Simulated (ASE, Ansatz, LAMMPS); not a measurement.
# Localised basis functions on (12,0) carbon nanotube (192 atoms), part 2 of 2

Wanted: errors and times of a linear-scaling basis for (12,0) carbon nanotube (192 atoms). A setting counts as converged where the r.m.s. difference of forces stays under 1 % of the r.m.s. force.

Ansatz 0.2.0; Kohn-Sham DFT, LDA, PAW (set soft_2), plane waves.

The cell: 192 C. Beside vacuum, support functions can miss their usual error bounds without a warning. The Brillouin zone is sampled at Γ only, in a cell whose periodic width is 17 Å.

So far. Step 2 (Plane-wave single point): Intrinsic-atomic-orbital charges run from -0.01 to +0.01 e. Within 0.4 eV of the Fermi level the largest share is C p (100 % of the projected weight).

**3. Distances and neighbours (continued)**

A closer look about C83, which bears the longest force: 13 atoms, nearest first, numbered in the order of the input, with positions taken from that point.

```csv
atom,x,y,z,distance (Å),bonds,intrinsic-atomic-orbital charge (e),Fx,Fy,Fz (eV/Å)
C83,0.00,0.00,0.00,0.00,3,0.00,4.30,0.00,3.16
C80,-1.16,0.12,-0.65,1.34,3,-0.01,-2.67,0.91,-0.76
C84,1.26,0.18,-0.67,1.44,3,0.00,-1.14,-0.33,-0.31
C86,0.08,0.03,1.46,1.46,3,0.00,-2.32,-0.31,-0.76
C37,-1.15,0.18,-2.05,2.36,3,0.00,-1.52,-0.29,-2.28
C79,-2.30,0.62,0.04,2.38,3,0.00,-0.90,0.49,0.13
C41,1.25,0.19,-2.09,2.44,3,0.00,-0.26,-0.61,-0.07
C87,2.38,0.62,0.04,2.46,3,0.00,1.04,1.04,0.30
C85,-1.17,0.15,2.18,2.48,3,0.00,1.08,0.32,-1.11
C89,1.27,0.21,2.17,2.52,3,0.00,-0.31,-0.48,-0.24
C38,0.02,-0.01,-2.78,2.78,3,0.00,1.27,0.59,-0.65
C82,-2.30,0.64,1.47,2.81,3,0.00,0.68,-0.64,-0.78
C90,2.39,0.64,1.46,2.88,3,0.00,0.61,0.18,0.16
```

The column of bonds counts only the pairs C-C within 1.85 Å; other neighbours, such as metal atoms beside each other in a compound, aren't counted, and periodic images can show an atom twice.

**4. Support functions medium**

With localised support functions most steps grow linearly with size, though the diagonalisation grows faster unless the density matrix is cut; this run measures error and cost at this size. The level medium gives here a grid of 96×96×90 points and a radius of 3.67 Å.

This step: Kohn-Sham DFT, LDA, PAW (set soft_2), localised support functions (medium) (Ansatz 0.2.0).

File input.yaml:

```yaml
crystal:
  lattice:
    - [21.39651, 0.0, 0.0]
    - [0.0, 21.39651, 0.0]
    - [0.0, 0.0, 17.04338]
  atoms:
    [... the 192 atom lines of step 2 ...]
kpoints:
  mp_grid: { grid: [1, 1, 1] }
hamiltonian:
  xc: lda
scf:
  occupations: { method: gaussian, width: 0.025 }
  eigensolver: { kind: { support_functions: { accuracy: medium } } }
  mixing: { beta: 0.2 }
  max_iter: 150
output:
  forces: true
  eigenvalues: true
```

Command:

```sh
$ ansatz run input.yaml --threads 8 --pin off --max-ram 15872MiB --backend cpu --events-out ev --progress --plain --runs-dir out
```

Numbers of over 12 decimals in the logs are rounded to 6 here.

The log of the run:

```text
Warning: scf.eigensolver.kind.support_functions: disabling space-group detection — the functions' gradient is summed over unrotated k-points, so no spatial operation reduces the k-mesh or symmetrises the density; time reversal is kept, so that k and −k are solved as one point where they differ and the mesh holds both, and exact exchange and, on two spinor components, a DFT+U term hold to it where the run has them: [...]
settings of this run that can trade accuracy for cost: scf.eigensolver.kind.support_functions [...]
[...]
Crystal: 192 atoms, lattice volume = 7802.641 Å³
Basis set: ecut = 420 eV, 152449 PW (Γ)
Bands: 461, of which v1, the nominal top of the filled ones, is band 384 counted from 1 (383 counted from 0)
Symmetry: 1 space group operations
k-points: 1
[...]
Eigensolver: Support functions (medium, 96×96×90 points, laid for a spacing of at most 0.228497 Å, radius 3.672602 Å, 320 sites without an atom, 1 species' potentials softened for the grid, 1 wholly corrected for its errors in the mean over positions, 1 with the egg-box correction, energy correction by stochastic trace)
[...]
SCF iter   1: F=—  HF=-46667.133911 eV  |F-HF|=—  |Δ(HF+E_count)|=         —  Δρ=4.80e-2  dr2=1.75e2  ethr=1.00e-1
[...]
SCF iter  16: F=—  HF=-46624.759002 eV  |F-HF|=—  |Δ(HF+E_count)|=   5.21e-4  Δρ=8.02e-6  dr2=7.22e-6  ethr=3.51e-9  κ⁻¹=1.3e-6(r=7)
SCF iter  17: F=-46624.759412 eV  HF=-46624.759323 eV  |F-HF|=8.91e-5  |Δ(HF+E_count)|=   3.21e-4  Δρ=4.19e-6  dr2=1.50e-6  ethr=9.40e-10
SCF 1 converged in 17 iterations: F = -46624.763825 eV  dr2 = 1.50e-6
[...]
SCF converged after 17 iterations
Stability not checked: this state was not tested for a lower state beside it, because the mixer in use, unlike msr1, does not test its closes by its own steps (another_mixer; see scf.mixing.algorithm and scf.lower_state_search)
Free energy (F): -46624.763825 eV
[...]
Internal energy: -46624.741540 eV  (E = F + TS)
E sigma→0 (E₀):  -46624.752683 eV
Entropy (-TS):   -0.022285 eV (-0.116 meV/atom)
Fermi energy:    -2.060453 eV
[...]
Σ components = -46624.763825   (vs F -46624.763825, Δ=0.00e0)
--- Forces (eV/Å), atoms counted from 1 ---
  atom   1  C      0.64813354    -0.57763798    -1.61102217
  atom   2  C     -0.56747366     0.46982190     0.66266366
  atom   3  C      0.40811981    -0.61463365    -0.01484582
  atom   4  C     -1.24644000     1.20434909     0.88430768
[...]
atom 192  C     -0.13520294     1.15458134    -0.62037970
  max |Σ_I F_I| component: 2.23e-3 eV/Å
--- Band table (eV) ---
[...]
```

It took 2.5 min on 8 threads of Arm Neoverse V2, shared host; peak memory 7.1 GiB.

The program notes that the band table was not solved further than the SCF left it and it switched symmetry off. Further notices: vacuum switching off with vacuum.

Keys that differ from the reference: support_functions.accuracy = "medium", scf.max_iter = 150 and scf.mixing.beta = 0.2.

Forces differ from the reference by 1.2 meV/Å r.m.s., 0.098 % of their size, well within a tolerance of 1 %; the energy by -4.7 meV/atom.

**5. All settings compared**

Each row is set against the plane-wave reference (Kohn-Sham DFT, LDA, PAW (set soft_2), plane waves; r.m.s. force component 1.20 eV/Å). Energies are set beside the reference only for runs with its functional, potentials and electron count. Times are for 8 threads of Arm Neoverse V2, shared host. The reference's time includes the DOS and grids, which some other runs skip.

```csv
run,"Δ force, r.m.s. (meV/Å)",share of r.m.s. force (%),Δ energy (meV/atom),cycles,time,host memory (GiB)
reference,-,-,-,17,2.2 min,9.3
support functions medium,1.17,0.0976,-4.74,17,2.5 min,7.1
```

**6. What came out**

```json
{"free energy per atom": "-242.8326 eV/atom", "r.m.s. force component": "1.202 eV/Å", "wall time of the 2 DFT runs": "4.7 min"}
```

**Reading.** Against plane waves at 420 eV, the forces differ by 1.2 meV/Å (0.098 %) with support functions medium. Differences between support functions and plane waves include what basis error the plane-wave run still has.

No gap is quoted, since levels at the Fermi energy are partly filled. Counting bonds as in the table, all C atoms have 3 bonded neighbours.

Caveats: The geometry was built by rule, was displaced at random and isn't relaxed at this level: its force components are 1.2 eV/Å r.m.s.

[Logs are printed without paths, hosts, clocks, repeated set-up lines and the standing remarks that a program may print on its own settings, such as how far it seeks lower states.]

[Hosts, paths, dates, database ids (printed as entryN), source tags and the programs' standing remarks are cut or masked in the printed files.]
